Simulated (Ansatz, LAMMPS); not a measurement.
# Relaxing Zn2+ BF4- in sulfolane, from a frame at 300 K (191 atoms)

Aim: bring Zn2+ BF4- in sulfolane, from a frame at 300 K (191 atoms) to a nearby minimum of the energy and see what moves.

Program: Ansatz 0.2.0. Level of theory: Kohn-Sham DFT, PBE+D3(BJ), PAW (set soft_2), plane waves. Results are calculated unless marked as measured.

Most raw output is cut from this account.

### Step 1. Starting point

The cell holds 191 atoms: 24 O, 12 S, 48 C, 96 H, 2 B, 8 F and 1 Zn. Cell: a = 12.721 Å, b = 12.721 Å, c = 12.721 Å, α = 90.0°, β = 90.0°, γ = 90.0°. 12 sulfolane, 1 Zn2+, 2 BF4- placed at random, at 1.36 g/cm³; overlaps pushed apart, then 10 ps at 550 K with stiff harmonic cages for PF6 and BF4 with UFF radii; divalent ions of Li, Roberts, Chakravorty and Merz (J. Chem. Theory Comput. 9, 2733 (2013)); MMFF94 bonds, angles, torsions, charges and radii (Halgren, J. Comput. Chem. 17, 490 (1996)) in harmonic and 12-6 forms; charges of ions scaled by 0.8. Snapshot after 30 ps at 300 K and fixed volume.

What the set-up can't give: The network of contacts between molecules at the start is that of the classical potential that made the cell. The density was typed from a rule of thumb and may lie off the real one at this temperature. The Brillouin zone is sampled at Γ only, in a cell whose shortest periodic width is 13 Å.

### Step 2. The classical run that made the cell

A classical potential makes the cell, at a small fraction of what the same run would cost in DFT.

This step: classical MD, stiff harmonic cages for PF6 and BF4 with UFF radii; divalent ions of Li, Roberts, Chakravorty and Merz (J. Chem. Theory Comput. 9, 2733 (2013)); MMFF94 bonds, angles, torsions, charges and radii (Halgren, J. Comput. Chem. 17, 490 (1996)) in harmonic and 12-6 forms; charges of ions scaled by 0.8 (LAMMPS 22 Jul 2025 - Update 4).

File in.lmp:

```
# Zn2+ BF4- in sulfolane
units real
atom_style full
boundary p p p
bond_style harmonic
angle_style harmonic
dihedral_style opls
improper_style harmonic
special_bonds lj 0 0 0.5 coul 0 0 0.75
read_data data.lmp
neigh_modify delay 0 every 1 check yes one 4000
comm_modify cutoff 12.0
timestep 0.5
thermo_style custom step time temp pe press density
thermo_modify norm yes
# push overlapping molecules apart
pair_style soft 2.6
pair_coeff * * 0.0
variable a equal ramp(1,60)
fix ad all adapt 1 pair soft a * * v_a
velocity all create 550 14120 mom yes dist gaussian
fix lim all nve/limit 0.03
fix lan all langevin 550 550 50 14121 zero yes
thermo 1000
run 3000 post no
unfix ad
pair_style lj/cut/coul/long 9.0
pair_modify mix arithmetic tail yes
pair_coeff 1 1 0.0763 3.0960   # O
pair_coeff 2 2 0.2681 3.4180   # S
pair_coeff 3 3 0.0678 3.3680   # C
pair_coeff 4 4 0.0216 2.5400   # H
pair_coeff 5 5 0.1800 3.6375   # B
pair_coeff 6 6 0.0500 2.9970   # F
# [... 19 lines left out ...]
compute msd all msd com yes
thermo 7500
fix md all nvt temp 300 300 100
run 30000 post no
print "== T300: mean square displacement over the hold $(c_msd[4]:%.2f) A^2"
unfix md
uncompute msd
write_dump all custom T300.dump id type xs ys zs modify sort id
```

Command:

```sh
> lmp -in in.lmp -log none -nocite
```

It took 53 s on 1 thread of Intel Xeon Platinum 8259CL at 2.50GHz (Skylake/Cascade Lake), shared host; peak memory 0.12 GiB.

The input also reads data.lmp (atoms, bonds and types; not printed here).

### Step 3. Single point at the start

The forces at the start show how far the geometry lies from a minimum of this functional.

File input.yaml:

```yaml
crystal:
  lattice:
    - [12.72088, 0.0, 0.0]
    - [0.0, 12.72088, 0.0]
    - [0.0, 0.0, 12.72088]
  atoms:
    - { symbol: O, position: [0.55371, 0.68994, 0.7419] }
    - { symbol: S, position: [0.62685, 0.74726, 0.67398] }
    - { symbol: O, position: [0.64723, 0.71046, 0.56918] }
    - { symbol: C, position: [0.586, 0.88196, 0.67179] }
    - { symbol: C, position: [0.68347, 0.93641, 0.70696] }
    - { symbol: C, position: [0.74098, 0.86962, 0.78113] }
    - { symbol: C, position: [0.75313, 0.76471, 0.73627] }
    - { symbol: H, position: [0.55311, 0.90669, 0.59574] }
    - { symbol: H, position: [0.5334, 0.87885, 0.7365] }
    - { symbol: H, position: [0.66361, 0.01824, 0.73162] }
    - { symbol: H, position: [0.73655, 0.94062, 0.63528] }
    - { symbol: H, position: [0.81112, 0.91727, 0.79565] }
    - { symbol: H, position: [0.69492, 0.8714, 0.85428] }
    - { symbol: H, position: [0.82317, 0.75274, 0.6828] }
    - { symbol: H, position: [0.76601, 0.70397, 0.8032] }
    - { symbol: O, position: [0.21323, 0.41081, 0.97463] }
    - { symbol: S, position: [0.17107, 0.44537, 0.07276] }
    - { symbol: O, position: [0.20172, 0.55102, 0.10564] }
    - { symbol: C, position: [0.03254, 0.44214, 0.06552] }
    - { symbol: C, position: [0.99964, 0.362, 0.15085] }
    - { symbol: C, position: [0.095, 0.28299, 0.15782] }
    - { symbol: C, position: [0.19335, 0.35153, 0.17114] }
    - { symbol: H, position: [0.99355, 0.5132, 0.07793] }
    - { symbol: H, position: [0.01438, 0.41547, 0.98439] }
    - { symbol: H, position: [0.9262, 0.32174, 0.12606] }
    - { symbol: H, position: [0.99595, 0.39503, 0.22861] }
    - { symbol: H, position: [0.09008, 0.22795, 0.22372] }
    - { symbol: H, position: [0.10183, 0.2402, 0.086] }
    - { symbol: H, position: [0.19669, 0.39929, 0.24572] }
    - { symbol: H, position: [0.26815, 0.30582, 0.16333] }
    - { symbol: O, position: [0.58273, 0.43019, 0.69664] }
    - { symbol: S, position: [0.61162, 0.36613, 0.60913] }
    [... 153 atom lines left out ...]
    - { symbol: B, position: [0.51305, 0.8302, 0.06596] }
    - { symbol: F, position: [0.54053, 0.83816, 0.95926] }
    - { symbol: F, position: [0.41412, 0.77976, 0.08047] }
    - { symbol: F, position: [0.502, 0.92972, 0.10588] }
    - { symbol: F, position: [0.59289, 0.78453, 0.1308] }
    - { symbol: Zn, position: [0.31386, 0.66347, 0.09314] }
kpoints:
  mp_grid: { grid: [1, 1, 1] }
hamiltonian:
  xc: pbe
  dispersion: d3bj
scf:
  occupations: { method: fixed }
output:
  forces: true
  stress: true
  populations: intrinsic
  dos:
    method: { smearing: { sigma: 0.08 } }
    de: 0.1
    projected: { site_lists: { B: [B], C: [C], F: [F], H: [H], O: [O] } }
  eigenvalues: true
```

Command:

```sh
> ansatz run input.yaml --threads 4 --pin off --max-ram 8192MiB --backend cpu --events-out ev --progress --plain --runs-dir out
```

Run time: 35 s. Hardware: 4 threads of Intel Xeon Platinum 8259CL at 2.50GHz (Skylake/Cascade Lake), shared host; peak memory 3.2 GiB.

The run gave:

| Property | Result |
| --- | --- |
| free energy | -48120.5762 eV |
| free energy per atom | -251.9402 eV/atom |
| SCF cycles | 11 |
| pressure | 3.41 GPa |
| r.m.s. force component | 0.9274 eV/Å |
| longest force | 5.034 eV/Å |
| Fermi energy | -0.4786 eV |
| gap (highest filled to lowest empty level) | 5.041 eV |

The r.m.s. force component of 0.93 eV/Å and the pressure of 3.4 GPa set the starting point.

Neighbours are counted within 1.34 Å (H-C), 1.85 Å (C-C), 2.21 Å (C-S), 1.93 Å (O-S), 2.43 Å (O-Zn), 1.72 Å (F-B), 2.38 Å (F-Zn).

Length of the force by element and coordination:

```csv
element,coordination,atoms,mean length of the force (eV/Å),spread,least,most
B,all,2,2.62,0.788,1.83,3.41
C,all,48,2.03,0.862,0.607,5.03
F,all,8,1.43,0.509,0.615,2.15
F,1,7,1.55,0.432,0.748,2.15
F,2,1,0.615,0,0.615,0.615
H,all,96,1.00,0.489,0.105,2.89
O,all,24,1.31,0.646,0.533,2.81
O,1,19,1.25,0.610,0.533,2.81
O,2,5,1.51,0.734,0.713,2.81
S,all,12,1.91,0.791,0.508,2.96
Zn,all,1,1.76,0,1.76,1.76
```

### Step 4. Relaxation

With the cell held, the atoms are moved downhill towards a nearby minimum.

input.yaml, the sections that differ from step 3:

```yaml
output:
  forces: true
relax:
  f_tol: 0.05
  max_steps: 200
# crystal, kpoints, hamiltonian, scf: as in step 3
```

Run time: 9.5 min. Hardware: 4 threads; peak memory 2.8 GiB; 35 min of CPU time.

Relaxation path (22 of 40):

```csv
step,energy less that of the first step (eV),largest force component (eV/Å)
1,0.0000,4.3380
3,-9.0503,0.8142
5,-9.6339,0.2806
7,-9.7762,0.2147
8,-9.8311,0.3347
10,-9.9288,0.4917
12,-10.0349,0.4908
14,-10.1145,0.3983
16,-10.1704,0.3487
18,-10.2061,0.2402
20,-10.2303,0.2290
21,-10.2414,0.2727
23,-10.2552,0.2587
25,-10.2655,0.1818
27,-10.2743,0.0977
29,-10.2801,0.0747
31,-10.2839,0.0585
33,-10.2877,0.0784
34,-10.2903,0.1055
36,-10.2936,0.0585
38,-10.2964,0.0422
40,-10.2981,0.0367
```

The atoms that moved most (Å):

```csv
atom,dx,dy,dz,length
H148,0.073,-0.783,1.821,1.984
H147,0.501,-1.200,1.497,1.983
H145,-0.546,-0.128,1.674,1.765
H158,-0.599,-0.909,1.310,1.703
H159,-0.440,-0.940,1.239,1.616
O151,1.066,-1.155,-0.085,1.574
C141,0.173,-0.725,1.360,1.551
H150,0.933,-1.043,0.614,1.529
```

The relaxation changed the energy by -53.9 meV/atom, and atoms moved by 0.79 Å r.m.s., 2.0 Å at most.

### Step 5. Structure statistics after relaxation

Bonds before and after, by the cutoffs listed below:

```csv
pair,bonds before,bonds after,mean before (Å),mean after (Å),spread before (Å),spread after (Å)
H-C,96,96,1.098,1.096,0.031,0.002
C-C,36,36,1.510,1.532,0.033,0.007
C-S,24,24,1.775,1.812,0.034,0.009
O-S,24,24,1.454,1.468,0.018,0.011
O-Zn,5,5,1.952,2.095,0.063,0.022
F-B,8,8,1.409,1.417,0.023,0.021
F-Zn,1,1,1.960,2.132,0.000,0.000
```

Density 1.36 g/cm³, 10.78 Å³ an atom.

g(r), total and by pair (bins of 0.2 Å):

```csv
r (Å),total,H-H,H-C,H-O,H-S,H-F,H-B
1.00,3.62,0.00,14.30,0.00,0.00,0.00,0.00
1.20,0.11,0.00,0.42,0.00,0.00,0.00,0.00
1.40,0.67,0.00,0.00,0.00,0.00,0.00,0.00
1.60,0.69,0.00,0.00,0.00,0.00,0.00,0.00
1.80,1.00,2.69,0.00,0.00,0.00,0.00,0.00
2.00,0.03,0.00,0.00,0.00,0.00,0.00,0.00
2.20,1.47,0.18,5.34,0.15,0.00,0.45,0.00
2.40,1.46,2.33,0.00,1.21,6.05,1.48,0.00
2.60,1.06,1.20,0.02,2.10,0.00,1.59,0.62
2.80,1.16,1.52,0.93,1.96,0.17,1.36,0.52
3.00,0.73,1.21,0.50,0.72,1.64,0.84,1.95
3.20,0.73,0.60,0.74,1.34,0.76,0.53,1.24
3.40,1.19,0.56,1.77,1.63,1.30,0.46,1.83
3.60,0.93,0.55,0.92,1.02,2.08,1.09,1.00
3.80,0.85,1.23,0.43,0.66,0.93,1.10,2.35
4.00,0.85,1.05,0.63,0.93,0.85,1.26,0.53
4.20,0.87,0.92,0.73,1.04,0.73,0.96,0.48
4.40,1.02,1.05,0.88,1.48,0.73,1.48,0.45
4.60,0.91,0.77,1.02,0.87,0.54,0.90,0.60
4.80,0.90,0.87,0.92,0.92,0.80,1.02,1.49
5.00,1.00,1.04,1.01,1.00,1.02,1.07,1.36
5.20,1.04,1.04,1.01,0.97,1.06,0.82,1.28
5.40,1.02,1.07,0.97,0.88,1.05,0.77,0.58
5.60,1.09,1.11,1.06,0.85,1.11,1.12,1.08
5.80,1.11,0.98,1.34,0.87,0.97,0.80,0.88
6.00,1.08,1.08,1.22,0.84,0.87,1.04,1.41
6.20,1.03,0.99,1.02,1.03,1.15,0.89,0.78
```

Bonds by pair of elements; cutoffs follow the first minimum of g(r), held within bounds set by covalent radii, and pairs that aren't listed don't count as bonded:

```csv
pair A-B,cutoff (Å),bonds,mean length (Å),spread (Å),shortest (Å),B about A,A about B
H-C,1.34,96,1.10,0.002,1.09,1,2
C-C,1.85,36,1.53,0.007,1.52,1.5,1.5
C-S,2.21,24,1.81,0.009,1.79,0.5,2
O-S,1.88,24,1.47,0.011,1.45,1,2
O-Zn,2.5,5,2.10,0.022,2.07,0.208,5
F-B,1.72,8,1.42,0.021,1.39,1,4
F-Zn,2.38,1,2.13,0,2.13,0.125,1
```

How many atoms have how many bonded neighbours:

```csv
element,mean,1,2,4,6
B,4,0,0,2,0
C,4,0,0,48,0
F,1.12,7,1,0,0
H,1,96,0,0,0
O,1.21,19,5,0,0
S,4,0,0,12,0
Zn,6,0,0,0,1
```

Bond angles, per cent of each kind in bins of 5°:

```csv
angle (°),C-C-H,H-C-H,H-C-S,C-S-O,C-C-C
100–105,0.0,0.0,2.1,2.1,0.0
105–110,20.8,77.1,97.9,41.7,100.0
110–115,68.1,22.9,0.0,56.2,0.0
115–120,11.1,0.0,0.0,0.0,0.0
```

Bond angles (no mean is given where the spread exceeds 20°):

```csv
angle,count,mean (°),spread (°)
C-C-H,144,112,2
H-C-H,48,109,1.2
H-C-S,48,107,1
C-S-O,48,110,1.7
C-C-C,24,107,1
```

Bond length by coordination (bonds to H left out):

```csv
element,coordination,atoms,mean bond length (Å)
F,1,7,1.41
F,2,1,1.8
O,1,19,1.46
O,2,5,1.79
```

Rings of the network by King's shortest-path rule, up to 12 atoms, one path for each pair of neighbours; H, halogens, alkali and alkaline-earth atoms are left out, and the last column divides by all other atoms, bonded or not:

```csv
ring size (atoms),rings,per network atom
5,12,0.138
```

Counting bonds as in the table, all B atoms have 4, all C atoms have 4, 88 % of F atoms have 1 and all H atoms have 1 bonded neighbour. The C-C-H angle averages 112° with a spread of 2°. All rings counted have 5 atoms.

(Continued in part 2 of 2.)

[Logs are printed without paths, hosts, clocks, repeated set-up lines and the standing remarks that a program may print on its own settings, such as how far it seeks lower states.]

[Hosts, paths, dates, database ids (printed as entryN), source tags and the programs' standing remarks are cut or masked in the printed files.]

[The MMFF94 radii named for the starting cell were scaled by 0.96; in molecules described by MMFF94, hydrogen bound to N, O or S took a small fixed 12-6 site in their place.]
